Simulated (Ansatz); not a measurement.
# LiZnF3: relaxing a made-up structure, part 2 of 2

Starting from a made-up structure for LiZnF3, the aim is the relaxed cell, its shortest contacts and, where a second run follows, its electronic structure.

Ansatz 0.2.0; DFT, r2SCAN, plane-wave PAW, files of the set soft_1, scalar-relativistic, no spin, cell and ions relaxed at zero pressure; PAW set soft_1 (the session's first sound run).

So far: The starting structure; Relaxation of the guess. The relaxed cell has a = 3.964 Å (conventional setting).

### Step 3. Electronic structure of the relaxed cell

With the geometry fixed, one more self-consistent run, with a narrower smearing and the mesh shown in its input, gives the bands, and its pressure, and its forces where symmetry allows any, show how far the geometry depends on these settings.

This step: DFT, r2SCAN, plane-wave PAW, files of the set soft_1, scalar-relativistic, no spin, bands and density of states at the relaxed cell; PAW set soft_1 (Ansatz 0.2.0).

The input, input.yaml:

```yaml
crystal:
  lattice:
    - [3.9640419776, 0.0, 0.0]
    - [0.0, 3.9640419776, 0.0]
    - [0.0, 0.0, 3.9640419776]
  atoms:
    - { symbol: Zn, position: [0.0, 0.0, 0.0] }
    - { symbol: F, position: [0.5, 0.0, 0.0] }
    - { symbol: F, position: [0.0, 0.0, 0.5] }
    - { symbol: F, position: [0.0, 0.5, 0.0] }
    - { symbol: Li, position: [0.5, 0.5, 0.5] }
kpoints:
  mp_grid: { grid: [8, 8, 8] }
  band_path:
    path:
      - [[0.0, 0.0, 0.0], [0.0, 0.5, 0.0], [0.5, 0.5, 0.0], [0.0, 0.0, 0.0], [0.5, 0.5, 0.5], [0.0, 0.5, 0.0]]
      - [[0.5, 0.5, 0.0], [0.5, 0.5, 0.5]]
    npoints: 13
scf:
  occupations: { method: fermi_dirac, width: 0.03 }
  n_extra_bands: 9
hamiltonian:
  xc: r2scan
  pseudopotentials: { kind: paw, azcp: { folder: soft_1 } }
output:
  forces: true
  stress: true
  write_bands: true
  dos: { projected: true }
  write_density: true
  write_potential: true
  elf: true
  volumetric_format: npy
```

Command:

```sh
ansatz run input.yaml --threads 4 --pin off --max-ram 8192MiB --backend cpu --events-out ev --progress --plain --runs-dir out
```

Numbers of over 12 decimals in the logs are rounded to 6 here.

The log of the run:

```text
[...]
Crystal: 5 atoms, lattice volume = 62.289 Å³
Basis set: ecut = 500 eV, 1575 PW (Γ), exchange–correlation on 120×120×120 points (64 copies of the dense FFT grid, shifted against one another)
Bands: 27, of which v1, the nominal top of the filled ones, is band 18 counted from 1 (17 counted from 0)
Symmetry: 48 space group operations
[...]
k-points: 35 of 512
[...]
SCF iter   1: F=—  HF=-5968.548129 eV  |F-HF|=—  |Δ(HF+E_count)|=         —  Δρ=1.79e-1  dr2=1.14e1  dr2_τ=2.35e-2  ethr=3.10e-3  ⟨swp⟩=6.1  Hψ=4818  notcnv=0  defer=1
[...]
SCF iter   9: F=-5964.196941 eV  HF=-5964.196941 eV  |F-HF|=1.96e-8  |Δ(HF+E_count)|=   1.68e-7  Δρ=7.78e-6  dr2=3.03e-8  dr2_τ=9.38e-10  ethr=2.78e-10  ⟨swp⟩=12.5  Hψ=7176  notcnv=0
SCF 1 converged in 9 iterations: F = -5964.196941 eV  dr2 = 3.03e-8
[...]
NSCF: frozen V_eff on 80 k-points
SCF converged after 9 iterations
Free energy (F): -5964.196941 eV
[...]
Internal energy: -5964.196941 eV  (E = F + TS)
E sigma→0 (E₀):  -5964.196941 eV
Fermi energy:    4.301265 eV
[...]
--- Stress (GPa, compression-positive) ---
       -0.015189      -0.000000       0.000000
       -0.000000      -0.015189       0.000000
        0.000000       0.000000      -0.015189
  P = ⅓ Tr σ = -0.0152 GPa (-0.152 kbar)
--- Band table (eV; the first three rows and the last of 35) ---
  k-point 0: bands = [... 14 lower, -0.3318, -0.2257, -0.2257, -0.2257, 6.1906, 10.8259, 14.1574, 14.1574, ... 5 higher]
  k-point 1: bands = [... 14 lower, -0.2855, -0.1643, -0.1643, 0.0193, 6.4632, 10.9616, 13.1921, 14.1098, ... 5 higher]
  k-point 2: bands = [... 14 lower, -0.2611, 0.0085, 0.0085, 0.4002, 7.1844, 11.1240, 12.2577, 13.9926, ... 5 higher]
  k-point 34: bands = [... 14 lower, 0.3011, 0.3011, 2.3188, 2.3188, 11.0716, 12.5270, 12.5270, 12.5270, ... 5 higher]
```

Run time: 2.9 s. Hardware: 4 threads of AMD EPYC 7R13 (Zen 3), shared host; peak memory 0.66 GiB.

The column dr2 measures how far the density is from self-consistency, as an energy; F and HF (Harris–Foulkes) agree once it is small.

Numbers from this step:

```
gap by band count : 3.872 eV
pressure          : -0.01519 GPa
gap on the k-mesh : 3.872 eV
```

From bands.tsv. The electronic bands at the labelled points (eV, zero at the valence top; v1 is the highest filled band, c1 the lowest empty one):

```
          point     v4     v3     v2     v1    c1     c2     c3     c4
              Γ  -2.65  -2.54  -2.54  -2.54  3.87   8.51  11.84  11.84
0.46 of the way  -2.58  -2.34  -2.34  -1.97  4.73   8.82  10.03  11.69
              X  -2.56  -2.11  -2.11  -1.55  6.54   7.42  10.29  11.50
0.54 of the way  -2.26  -2.13  -2.10  -0.58  7.35   7.80  10.13  10.39
              M  -2.09  -2.09  -2.03   0.00  8.46   8.46   9.00   9.81
0.46 of the way  -2.40  -2.27  -2.27  -1.02  5.89   9.28   9.36  10.70
              Γ  -2.65  -2.54  -2.54  -2.54  3.87   8.51  11.84  11.84
0.46 of the way  -2.39  -2.38  -1.32  -1.32  6.03   9.48  10.02  10.02
              R  -2.02  -2.02   0.00   0.00  8.75  10.21  10.21  10.21
0.54 of the way  -2.13  -2.12  -1.38  -0.61  7.67   7.99  10.19  10.67
              X  -2.56  -2.11  -2.11  -1.55  6.54   7.42  10.29  11.50
      jump to M  -2.09  -2.09  -2.03   0.00  8.46   8.46   9.00   9.81
0.46 of the way  -2.12  -2.02  -1.11   0.00  8.91   8.93   8.93  10.11
              R  -2.02  -2.02   0.00   0.00  8.75  10.21  10.21  10.21
```

Counts of states for the cell as run, both spins, by energy window (eV from the valence-band top):

```csv
from,to,total
-8,-7,0.00
-7,-6,1.29
-6,-5,3.55
-5,-4,5.75
-4,-3,3.58
-3,-2,10.77
-2,-1,1.64
-1,0,1.42
0,1,0.00
1,2,0.00
2,3,0.00
3,4,0.00
4,5,0.14
5,6,0.35
6,7,0.63
7,8,0.75
```

A further 8.0 states lie below the table's range.

Valence density in the ac plane at fractional y = 0.000, with atoms of Zn and F within 0.2 Å of it. It is the smooth field of the valence electrons, not physical close to the nuclei.

Ten steps, logarithmic in the rise over the least value, from '0' (0 e/Å³) to '9' (38 e/Å³), each cell a mean:
```
87312467531247
54211245421124
21100112110012
21100000000011
43100000000123
65310000000145
76410000000257
76310000000146
54200000000124
22100000000012
11100011100011
43111234311123
86312466531147
98412577642258
```
Columns run along a (4.0 Å), rows up along c (4.0 Å). Atoms in or near the plane, at fractional coordinates: Zn at (0.00, 0.00), F at (0.50, 0.00), F at (0.00, 0.50).

Electrostatic potential energy in the ac plane at fractional y = 0.000, with atoms of Zn and F within 0.2 Å of it. With pseudopotentials it is smooth inside the atoms' cores, unlike the true potential.

Values in eV, 14 rows by 14 columns, each cell a mean:
```
-56 -51 -31  -7   2 -19 -35 -40 -33 -11   2 -13 -39 -53
-44 -36 -18  -1   5  -3 -18 -23 -15   2   4  -4 -25 -39
-17 -11  -1   5   7   7   6   4   6   7   6   3  -4 -13
  0   3   5   7   8   8   9   9   8   8   8   6   4   2
-16  -8   5   8   8   9   9   9   9   9   8   7   2 -11
-38 -30  -6   8   9   8   8   8   8   9   8   6 -15 -33
-42 -37 -13   7   9   8   8   8   8   9   9   4 -23 -40
-41 -32  -9   8   9   8   8   8   8   9   9   6 -18 -35
-25 -16   3   8   9   9   8   8   8   9   8   7  -3 -19
 -1   2   5   7   8   9   9   9   9   8   8   7   5   2
-10  -6   2   5   7   8   8   7   8   8   7   5  -1  -7
-35 -28 -12   2   5   3  -9 -13  -6   5   5  -1 -18 -31
-55 -49 -28  -6   2 -16 -32 -37 -30  -8   3 -11 -36 -51
-56 -55 -35 -10  -1 -25 -41 -42 -38 -16   0 -17 -44 -56
```
Columns run along a (4.0 Å; values clipped at the 3rd and 97th percentile), rows up along c (4.0 Å). Atoms in or near the plane, at fractional coordinates: Zn at (0.00, 0.00), F at (0.50, 0.00), F at (0.00, 0.50).

ELF in the ac plane at fractional y = 0.000, with atoms of Zn and F within 0.2 Å of it. It is the smooth field of the valence electrons, not physical close to the nuclei.

Ten even steps from '0' (0.00) to '9' (0.79), each cell a mean:
```
00015998993100
00114999972110
11101588841011
33200145310123
98730001001479
89972000003899
68983000015898
89973000004899
99841000001599
55310133200145
11101478730011
01113899972110
00115998983100
00015986893100
```
Columns run along a (4.0 Å), rows up along c (4.0 Å). Atoms in or near the plane, at fractional coordinates: Zn at (0.00, 0.00), F at (0.50, 0.00), F at (0.00, 0.50).

### Step 4. Outcome

```
space group, relaxed : Pm-3m
conventional cell    : a = 3.964, b = 3.964, c = 3.964 Å; α = 90.0°, β = 90.0°, γ = 90.0°
volume per atom      : 12.46 Å³ (guess 11.99)
```

What this shows: LiZnF3 relaxes to Pm-3m with a = 3.964, b = 3.964 and c = 3.964 Å. The guessed volume was 4 % too small. The space group Pm-3m was held in the relaxation, so the end point is a stationary structure within it and may be a saddle against distortions or other arrangements. It has an indirect Kohn–Sham gap of 3.87 eV, which semilocal functionals understate. On the 8×8×8 mesh with the narrower smearing (relaxed on 7×7×7) the forces vanish, as symmetry may demand, and the largest stress component is 0.015 GPa, within the relaxation's thresholds of 0.015 eV/Å and 0.05 GPa. The cutoff wasn't tested. No dispersion term is used, so weakly bound directions may come out too long. Nothing here tests whether the compound is stable against decomposition.

[Logs are printed without paths, hosts, clocks, repeated set-up lines and the standing remarks that a program may print on its own settings, such as how far it seeks lower states.]

[Hosts, paths, dates, database ids (printed as entryN), source tags and the programs' standing remarks are cut or masked in the printed files.]
